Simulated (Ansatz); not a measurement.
**Preparing SiO2 (P3_121) as a host crystal**

Aim: the runs on the perfect crystal SiO2 (P3_121) that a defect calculation needs first.

Main program and level: Ansatz 0.2.0; plane-wave PAW DFT, r2SCAN; relaxation of the defect-free supercell from random displacements, a test of the host's stability; PAW set soft_1.

**1. Set-up**

Symmetry: P3_121, No. 152, trigonal system. The conventional cell has a = 4.921 Å, b = 4.921 Å, c = 5.417 Å, α = 90.00°, β = 90.00°, γ = 120.00°. Si has 4 O at 1.61 to 1.62 Å nearest. Nearest to Si lie 4 O at 1.61 to 1.62 Å. O has 2 Si at 1.61 to 1.62 Å nearest. Nearest to O lie 2 Si at 1.61 to 1.62 Å. Farther neighbours and most contacts between anions are not listed.

**2. Defect free supercell relaxed from displaced atoms**

The input displaces the atoms at random before the relaxation, so that it can leave a symmetric saddle if there is one.

pristine.rattled/input.yaml

```yaml
crystal:
  lattice:
    - [-2.4605510387, 4.2617994137, 5.4165347777]
    - [4.9211020774, 0.0, 5.4165347777]
    - [4.9211020774, 8.5235988273, 0.0]
  atoms:
    - { symbol: Si, position: [0.0, 0.0, 0.2655143577] }
    - { symbol: Si, position: [0.5, 0.5, 0.0155143577] }
    - { symbol: Si, position: [0.0678189756, 0.5988476911, 0.2005761544] }
    - { symbol: Si, position: [0.5678189756, 0.0988476911, 0.4505761544] }
    - { symbol: Si, position: [0.4321810244, 0.9011523089, 0.2839094878] }
    - { symbol: Si, position: [0.9321810244, 0.4011523089, 0.0339094878] }
    - { symbol: O, position: [0.4643795921, 0.3202046451, 0.4744167026] }
    - { symbol: O, position: [0.9643795921, 0.8202046451, 0.2244167026] }
    - { symbol: O, position: [0.1934778104, 0.9244397601, 0.3311736214] }
    - { symbol: O, position: [0.6934778104, 0.4244397601, 0.0811736214] }
    - { symbol: O, position: [0.0190189533, 0.4322319505, 0.3559714982] }
    - { symbol: O, position: [0.5190189533, 0.9322319505, 0.1059714982] }
    - { symbol: O, position: [0.0356204079, 0.1797953549, 0.1167088212] }
    - { symbol: O, position: [0.5356204079, 0.6797953549, 0.3667088211] }
    - { symbol: O, position: [0.4809810467, 0.0677680495, 0.3315969502] }
    - { symbol: O, position: [0.9809810467, 0.5677680495, 0.0815969502] }
    - { symbol: O, position: [0.3065221896, 0.5755602399, 0.1401324066] }
    - { symbol: O, position: [0.8065221896, 0.0755602399, 0.3901324066] }
    - { symbol: Si, position: [0.0, 0.0, 0.7655143577] }
    - { symbol: Si, position: [0.5, 0.5, 0.5155143577] }
    - { symbol: Si, position: [0.0678189756, 0.5988476911, 0.7005761544] }
    - { symbol: Si, position: [0.5678189756, 0.0988476911, 0.9505761544] }
    - { symbol: Si, position: [0.4321810244, 0.9011523089, 0.7839094878] }
    - { symbol: Si, position: [0.9321810244, 0.4011523089, 0.5339094878] }
    - { symbol: O, position: [0.4643795921, 0.3202046451, 0.9744167026] }
    - { symbol: O, position: [0.9643795921, 0.8202046451, 0.7244167026] }
    - { symbol: O, position: [0.1934778104, 0.9244397601, 0.8311736214] }
    - { symbol: O, position: [0.6934778104, 0.4244397601, 0.5811736214] }
    - { symbol: O, position: [0.0190189533, 0.4322319505, 0.8559714982] }
    - { symbol: O, position: [0.5190189533, 0.9322319505, 0.6059714982] }
    - { symbol: O, position: [0.0356204079, 0.1797953549, 0.6167088212] }
    - { symbol: O, position: [0.5356204079, 0.6797953549, 0.8667088212] }
    - { symbol: O, position: [0.4809810467, 0.0677680495, 0.8315969502] }
    - { symbol: O, position: [0.9809810467, 0.5677680495, 0.5815969502] }
    - { symbol: O, position: [0.3065221896, 0.5755602399, 0.6401324066] }
    - { symbol: O, position: [0.8065221896, 0.0755602399, 0.8901324066] }
basis:
  ecutwfc: 500
  xc_grid: 2
hamiltonian:
  xc: r2scan
  pseudopotentials: { kind: paw, azcp: { folder: soft_1 } }
kpoints:
  mp_grid: { grid: [1, 1, 1], shift: [0.25, 0.25, 0.25] }
scf:
  occupations: { method: fermi_dirac, width: 0.01 }
  max_iter: 80
output:
  forces: true
relax:
  f_tol: 0.01
  max_steps: 120
  random_displacement: { amplitude: 0.08, seed: 7654 }
checkpoint:
  write: "../pristine.rattled.run"
  compress: false
  write_wavefunctions: false
  write_every: 100000
```

On the command line:

```sh
$ ansatz run input.yaml --threads 4 --pin off --max-ram 7536MiB --backend cpu --events-out ev --progress --plain --runs-dir out
```

Numbers of over 12 decimals in the logs are rounded to 6 here.

The program printed:

```text
[... repeated set-up lines and file paths are left out, and long positions are rounded to six places ...]
Engine: ansatz 0.2.0, aarch64-unknown-linux-gnu
Pseudopotentials: kind: paw
Pseudopotential: Si, paw, valence charge 4, recommended cutoff 500 eV (meta_gga), soft_1/Si.paw.azcp
Pseudopotential: O, paw, valence charge 6, recommended cutoff 500 eV (meta_gga), soft_1/O.paw.azcp
Functional definition: r2SCAN
  parameter k0 = 0.174
  parameter k1 = 0.065
  parameter a1 = 4.9479
  exchange = r2scan_x(k0 = k0, k1 = k1, a1 = a1)
  correlation = r2scan_c
Crystal: 36 atoms, lattice volume = 454.399 Å³
Basis set: ecut = 500 eV, 11545 PW (Γ), exchange–correlation on 108×108×144 points (8 copies of the dense FFT grid, shifted against one another)
Bands: 132, of which v1, the nominal top of the filled ones, is band 96 counted from 1 (95 counted from 0)
Symmetry: 1 space group operations
k-points: 1
Non-local potential: Si, projectors of the file, l = 0: 2, l = 1: 2, l = 2: 1
Non-local potential: O, projectors of the file, l = 0: 2, l = 1: 2, l = 2: 1
PAW form: soft (Blöchl's): semilocal exchange-correlation on the pseudo side does not see the compensation charge
PAW frozen core: Si, regenerated for the run's functional (the file was generated under x = pbe(κ = 0.804, μ = 0.219515), c = pbe(β = 0.066725))
PAW frozen core: O, regenerated for the run's functional (the file was generated under x = pbe(κ = 0.804, μ = 0.219515), c = pbe(β = 0.066725))
PAW one-centre angular grid: Si, 302 points (default); XC on 160 Gauss nodes
PAW one-centre angular grid: O, 302 points (default); XC on 160 Gauss nodes
Initial density: superposition of atomic densities (chi_scale 0.1, normalization cell, long waves kept (reshape's long-wave potential 0.07 eV rms))
Initial wavefunctions: pseudopotential atomic-orbital guess
Functional: x = r2scan, c = r2scan; τ floored in thin density (d = 2e-4 eV/Å³)
SCF iter   1: F=—  HF=-21373.244210 eV  |F-HF|=—  |Δ(HF+E_count)|=         —  Δρ=1.33e-1  dr2=7.37e1  dr2_τ=8.49e0  ethr=3.10e-3  ⟨swp⟩=6.0  Hψ=590  notcnv=0  defer=14
preconditioner: auto → Resta (q_TF=auto, 2.363 Å⁻¹)  ε∞=2.6  [insulator: Δε(μ)=7.843 eV  Ē_g=19.219 eV  σ=0.010 eV  W_gap=1.00  n_scr=102 (ndim 8)  ℏωp=24.1 eV  f_vac=0.005  D(μ)=0.00/eV (n_scr^D=0)  ε∞_Penn≈2.6]
SCF iter   2: F=—  HF=-21355.968103 eV  |F-HF|=—  |Δ(HF+E_count)|=    1.73e1  Δρ=4.45e-2  dr2=4.46e0  dr2_τ=1.50e0  ethr=3.10e-3  ⟨swp⟩=4.0  Hψ=328  notcnv=0  defer=32
SCF iter   3: F=—  HF=-21357.469928 eV  |F-HF|=—  |Δ(HF+E_count)|=    1.50e0  Δρ=2.20e-2  dr2=1.19e0  dr2_τ=8.61e-2  ethr=2.32e-3  ⟨swp⟩=3.0  Hψ=108  notcnv=0  defer=11
automatic band count: iteration 3 solves 111 bands in place of 132: the levels show a gap, and the empty bands left out lie too high to hold charge; the band table lists the bands solved (type scf.n_extra_bands for more)
SCF iter   4: F=—  HF=-21357.706677 eV  |F-HF|=—  |Δ(HF+E_count)|=   2.37e-1  Δρ=2.84e-3  dr2=2.45e-2  dr2_τ=3.75e-3  ethr=6.21e-4  ⟨swp⟩=5.0  Hψ=205  notcnv=0  defer=11
SCF iter   5: F=—  HF=-21357.707488 eV  |F-HF|=—  |Δ(HF+E_count)|=   8.11e-4  Δρ=1.12e-3  dr2=3.89e-3  dr2_τ=5.88e-4  ethr=1.28e-5  ⟨swp⟩=4.0  Hψ=233  notcnv=0  defer=11
SCF iter   6: F=—  HF=-21357.708657 eV  |F-HF|=—  |Δ(HF+E_count)|=   1.17e-3  Δρ=3.43e-4  dr2=4.33e-4  dr2_τ=3.54e-5  ethr=2.03e-6  ⟨swp⟩=2.0  Hψ=182  notcnv=0  defer=11
SCF iter   7: F=—  HF=-21357.708553 eV  |F-HF|=—  |Δ(HF+E_count)|=   1.04e-4  Δρ=1.27e-4  dr2=5.58e-5  dr2_τ=5.32e-6  ethr=2.26e-7  ⟨swp⟩=2.0  Hψ=196  notcnv=0  defer=11
SCF iter   8: F=—  HF=-21357.708561 eV  |F-HF|=—  |Δ(HF+E_count)|=   7.89e-6  Δρ=2.95e-5  dr2=3.18e-6  dr2_τ=2.93e-7  ethr=2.91e-8  ⟨swp⟩=2.0  Hψ=196  notcnv=0  defer=11
SCF iter   9: F=-21357.708562 eV  HF=-21357.708562 eV  |F-HF|=5.65e-8  |Δ(HF+E_count)|=   1.29e-6  Δρ=7.23e-6  dr2=1.90e-7  dr2_τ=2.52e-8  ethr=1.30e-9  ⟨swp⟩=5.0  Hψ=444  notcnv=0
SCF 1 converged in 9 iterations: F = -21357.708562 eV  dr2 = 1.90e-7
  greatest PAW one-centre occupation: 0.879 electrons in one spin orbital (limit 2), on the O atom at site 13 (counted from 0), in its partial waves of l = 0
relax step   1: F+E_penalty+E_count = -21357.70856216 eV  Δ(F+E_penalty+E_count) = +0.000e0 eV  max|allowed force component| = 6.858e0 eV/Å  Δτ_max = 0.0000 Å  (9 SCF iters, dr2 threshold 2.50e-6 eV, accepted)
[... the SCF cycles and remarks between the steps are left out from here to the last step ...]
relax step   2: F+E_penalty+E_count = -21359.82186471 eV  Δ(F+E_penalty+E_count) = -2.113e0 eV  max|allowed force component| = 3.977e0 eV/Å  Δτ_max = 0.0490 Å  (6 SCF iters, dr2 threshold 1.00e-4 eV, accepted)
relax step   3: F+E_penalty+E_count = -21361.18386578 eV  Δ(F+E_penalty+E_count) = -1.362e0 eV  max|allowed force component| = 7.160e-2 eV/Å  Δτ_max = 0.1035 Å  (6 SCF iters, dr2 threshold 1.00e-4 eV, accepted)
relax step   4: F+E_penalty+E_count = -21361.19157726 eV  Δ(F+E_penalty+E_count) = -7.711e-3 eV  max|allowed force component| = 6.593e-3 eV/Å  Δτ_max = 0.0312 Å  (8 SCF iters, dr2 threshold 3.20e-7 eV, accepted)
iter 1 solved again at ethr=3.68e-11 eV; its pass at ethr=3.10e-3 eV (dr2=7.07e-8 eV) is discarded
SCF iter   1: F=—  HF=-21361.191577 eV  |F-HF|=—  |Δ(HF+E_count)|=         —  Δρ=4.65e-6  dr2=7.09e-8  dr2_τ=7.43e-9  ethr=3.68e-11  ⟨swp⟩=1.0  Hψ=277  notcnv=0  defer=9
automatic band count: iteration 1 solves 111 bands in place of 132: the levels show a gap, and the empty bands left out lie too high to hold charge; the band table lists the bands solved (type scf.n_extra_bands for more)
SCF iter   2: F=-21361.191577 eV  HF=-21361.191577 eV  |F-HF|=3.97e-9  |Δ(HF+E_count)|=   8.40e-9  Δρ=2.29e-6  dr2=1.82e-8  dr2_τ=1.19e-9  ethr=3.68e-11  ⟨swp⟩=4.0  Hψ=379  notcnv=0
SCF 5 converged in 2 iterations: F = -21361.191577 eV  dr2 = 1.82e-8
relax step   5: F+E_penalty+E_count = -21361.19157728 eV  Δ(F+E_penalty+E_count) = -1.227e-8 eV  max|allowed force component| = 6.609e-3 eV/Å  Δτ_max = 0.0000 Å  (2 SCF iters, accepted)
iter 1 solved again at ethr=9.47e-12 eV; its pass at ethr=3.10e-3 eV (dr2=1.82e-8 eV) is discarded
SCF iter   1: F=—  HF=-21361.191577 eV  |F-HF|=—  |Δ(HF+E_count)|=         —  Δρ=2.29e-6  dr2=1.82e-8  dr2_τ=1.19e-9  ethr=9.47e-12  ⟨swp⟩=1.0  Hψ=538  notcnv=0  defer=30
SCF iter   2: F=-21361.191577 eV  HF=-21361.191577 eV  |F-HF|=1.78e-10  |Δ(HF+E_count)|=   1.36e-9  Δρ=1.21e-6  dr2=5.40e-9  dr2_τ=3.58e-10  ethr=9.47e-12  ⟨swp⟩=3.0  Hψ=304  notcnv=0
SCF 6 converged in 2 iterations: F = -21361.191577 eV  dr2 = 5.40e-9
SCF converged after 2 iterations
Free energy (F): -21361.191577 eV
Harris-Foulkes:  -21361.191577 eV  (|F-HF|=1.78e-10)
Internal energy: -21361.191577 eV  (E = F + TS)
E sigma→0 (E₀):  -21361.191577 eV
Fermi energy:    5.566498 eV
--- Per-component energies (eV) ---
  E_band       = -973.059308
  E_kinetic    = 4701.577175
  E_local      = -11734.033463  (includes V_loc(G=0)·N_el)
  E_nonlocal   = 1495.761912
  E_hartree    = 4308.426331
  E_xc         = -2361.083621
  E_vxc        = -3111.989401  (∫ρ·V_xc dr)
  E_paw        = -10202.745152  (= ΣΔE_a)
  E_vpaw       = -1135.913351  (= ΣTr[D̂ρ^β])
  E_aug_tail   = 0.006894  (compensation charges beyond the density's cutoff)
  E_vtau       = 194.678000  (kinetic-family band-sum trace: ∫τ·v_τ [+ j·A + Jᵃ·Aᵃ] dr)
  E_ewald      = -7567.417869
  E_core_change = -1.683784  (= ΣΔE_core)
  E_smearing   = -0.000000  (= −TS)
  E_closure    = 0.000000  (closes the sum)
  Σ components = -21361.191577   (vs F -21361.191577, Δ=0.00e0)
--- Forces (eV/Å), atoms counted from 1 ---
  atom   1  Si    -0.00039913     0.00077552    -0.00045106
  atom   2  Si    -0.00222902     0.00112780    -0.00116444
  atom   3  Si    -0.00148741     0.00111773     0.00082665
  atom   4  Si     0.00060305     0.00177860    -0.00124753
  atom   5  Si     0.00006936     0.00109141     0.00125798
  atom   6  Si     0.00054376    -0.00040031     0.00357753
  atom   7  O      0.00044149    -0.00654823    -0.00059675
  atom   8  O     -0.00000845    -0.00616422     0.00206994
  atom   9  O      0.00062579     0.00421297    -0.00401637
  atom  10  O      0.00143238     0.00047571    -0.00243149
  atom  11  O     -0.00259280     0.00368226     0.00165756
  atom  12  O     -0.00034840    -0.00130244    -0.00156951
  atom  13  O     -0.00166107     0.00060653     0.00187678
  atom  14  O     -0.00033931     0.00006793     0.00235900
  atom  15  O      0.00315188    -0.00547140     0.00106063
  atom  16  O      0.00214213    -0.00263031    -0.00181776
  atom  17  O     -0.00191946     0.00396365    -0.00080513
  atom  18  O     -0.00222345     0.00416837    -0.00217501
  atom  19  Si     0.00231943     0.00119486    -0.00134851
  atom  20  Si    -0.00102743     0.00147524     0.00044126
  atom  21  Si     0.00125623     0.00098147     0.00042963
  atom  22  Si    -0.00182287     0.00117498    -0.00233505
  atom  23  Si     0.00021707     0.00196774     0.00223659
  atom  24  Si    -0.00092569     0.00071629     0.00271645
  atom  25  O      0.00049514    -0.00574803     0.00434158
  atom  26  O     -0.00065050    -0.00556552     0.00240547
  atom  27  O     -0.00027529     0.00125223    -0.00371624
  atom  28  O      0.00118919     0.00099537    -0.00530544
  atom  29  O     -0.00398526     0.00386742     0.00355390
  atom  30  O     -0.00043068    -0.00071641     0.00006950
  atom  31  O     -0.00073017     0.00019063     0.00085416
  atom  32  O     -0.00023290    -0.00061634     0.00193685
  atom  33  O      0.00534102    -0.00499798    -0.00183110
  atom  34  O      0.00662272    -0.00500045    -0.00396359
  atom  35  O     -0.00252200     0.00118540     0.00074575
  atom  36  O     -0.00022999     0.00336695    -0.00079741
  max |Σ_I F_I| component: 3.72e-3 eV/Å
--- Relaxed structure (5 steps of the walk, 5 accepted, 0 SCFs on fresh bases) ---
  F+E_penalty+E_count = -21361.19157728 eV   max|allowed force component| = 6.609e-3 eV/Å
  atoms:
    - { symbol: Si, position: [0.001400, 0.000232, 0.265639] }
    - { symbol: Si, position: [0.501154, 0.499909, 0.016035] }
    - { symbol: Si, position: [0.068876, 0.599089, 0.200830] }
    - { symbol: Si, position: [0.569448, 0.098858, 0.451084] }
    - { symbol: Si, position: [0.433709, 0.901167, 0.284387] }
    - { symbol: Si, position: [0.933193, 0.401350, 0.034247] }
    - { symbol: O, position: [0.465944, 0.320076, 0.475165] }
    - { symbol: O, position: [0.965546, 0.820430, 0.224700] }
    - { symbol: O, position: [0.195020, 0.924708, 0.331081] }
    - { symbol: O, position: [0.694502, 0.424443, 0.081831] }
    - { symbol: O, position: [0.019906, 0.432521, 0.356182] }
    - { symbol: O, position: [0.521383, 0.932059, 0.106532] }
    - { symbol: O, position: [0.036869, 0.179998, 0.116819] }
    - { symbol: O, position: [0.536678, 0.679777, 0.367408] }
    - { symbol: O, position: [0.482228, 0.067651, 0.332390] }
    - { symbol: O, position: [0.982171, 0.567977, 0.081796] }
    - { symbol: O, position: [0.307591, 0.575748, 0.140457] }
    - { symbol: O, position: [0.808076, 0.075926, 0.390283] }
    - { symbol: Si, position: [0.001569, 0.000176, 0.765620] }
    - { symbol: Si, position: [0.501361, 0.499995, 0.516228] }
    - { symbol: Si, position: [0.069182, 0.598954, 0.700913] }
    - { symbol: Si, position: [0.569567, 0.098700, 0.951075] }
    - { symbol: Si, position: [0.433799, 0.900987, 0.784336] }
    - { symbol: Si, position: [0.933651, 0.401328, 0.534149] }
    - { symbol: O, position: [0.465701, 0.319923, 0.975072] }
    - { symbol: O, position: [0.965819, 0.820393, 0.724591] }
    - { symbol: O, position: [0.195076, 0.924601, 0.831223] }
    - { symbol: O, position: [0.694915, 0.424732, 0.581767] }
    - { symbol: O, position: [0.019560, 0.432612, 0.856282] }
    - { symbol: O, position: [0.521173, 0.932098, 0.606453] }
    - { symbol: O, position: [0.037149, 0.179922, 0.616792] }
    - { symbol: O, position: [0.536896, 0.679516, 0.867149] }
    - { symbol: O, position: [0.482575, 0.067300, 0.832339] }
    - { symbol: O, position: [0.983085, 0.567785, 0.581570] }
    - { symbol: O, position: [0.307965, 0.575370, 0.640978] }
    - { symbol: O, position: [0.808185, 0.075871, 0.890238] }
```

Run time: 56 s. Hardware: 4 threads of Arm Neoverse N1, shared host; peak memory 0.8 GiB; 2.7 min of CPU time.

The steps of the relaxation:

| step | energy less that of the first step (eV) | largest force component (eV/Å) |
| --- | --- | --- |
| 1 | 0.0000 | 6.8580 |
| 2 | -2.1133 | 3.9772 |
| 3 | -3.4753 | 0.0716 |
| 4 | -3.4830 | 0.0066 |
| 5 | -3.4830 | 0.0066 |

The relaxed structure:

```xyz
36
Lattice="-2.4606 4.2618 5.4165 4.9211 0.0000 5.4165 4.9211 8.5236 0.0000" Properties=species:S:1:pos:R:3 pbc="T T T"
Si    1.3049    2.2702    0.0088
Si    1.3059    2.2725    5.4223
Si    3.7670    2.0053    3.6181
Si    1.3052    6.2717    3.6199
Si    4.7671    4.2724    7.2304
Si   -0.1526    4.2690    7.2286
O     2.7670    6.0359    4.2575
O     2.7674    6.0302    9.6738
O     5.7000    3.6531    6.0650
O     0.7826    3.6573    6.0608
O     3.8323    3.1208    2.4506
O     3.8281    3.1301    7.8726
O     1.3700    1.1528    1.1747
O     3.8328    5.4188    6.5890
O     0.7821    4.8883    2.9784
O     0.7809    4.8830    8.3964
O     2.7677    2.5081    4.7846
O     0.3059    6.7705    4.7882
Si    3.7647    6.5325    0.0095
Si    3.7673    6.5368    5.4239
Si    6.2266    6.2691    3.6190
Si    3.7646   10.5340    3.6197
Si    7.2263    8.5341    7.2299
Si    2.3063    8.5319    7.2310
O     5.2269   10.2958    4.2554
O     5.2266   10.2923    9.6751
O     8.1606    7.9164    6.0648
O     3.2432    7.9203    6.0646
O     6.2946    7.3820    2.4492
O     6.2890    7.3903    7.8717
O     3.8293    5.4156    1.1758
O     6.2902    9.6794    6.5887
O     3.2398    9.1512    2.9784
O     3.2372    9.1468    8.4003
O     5.2280    6.7759    4.7846
O     2.7657   11.0324    4.7885
```

The relaxation ends 97 meV an atom lower than the displaced start, with a largest force component of 0.0066 eV/Å.

**3. Results**

- symmetric supercell less the displaced and relaxed one: 0.000 eV

In words: The energy fell by 3.483 eV from the randomly displaced start; against the sites as typed, O12 ends farthest off, by 0.01 Å, once the mean shift is taken out. The displaced cell ends within 0.01 eV of the symmetric one, so no lower structure shows in this supercell. All at zero temperature.

[Logs are printed without paths, hosts, clocks, repeated set-up lines and the standing remarks that a program may print on its own settings, such as how far it seeks lower states.]

[Hosts, paths, dates, database ids (printed as entryN), source tags and the programs' standing remarks are cut or masked in the printed files.]

[Runs of the host that timed out are not shown.]

[For some hosts the program warned that the k-mesh of the response run may be too coarse for force constants and the static dielectric constant; such warnings are not always shown.]
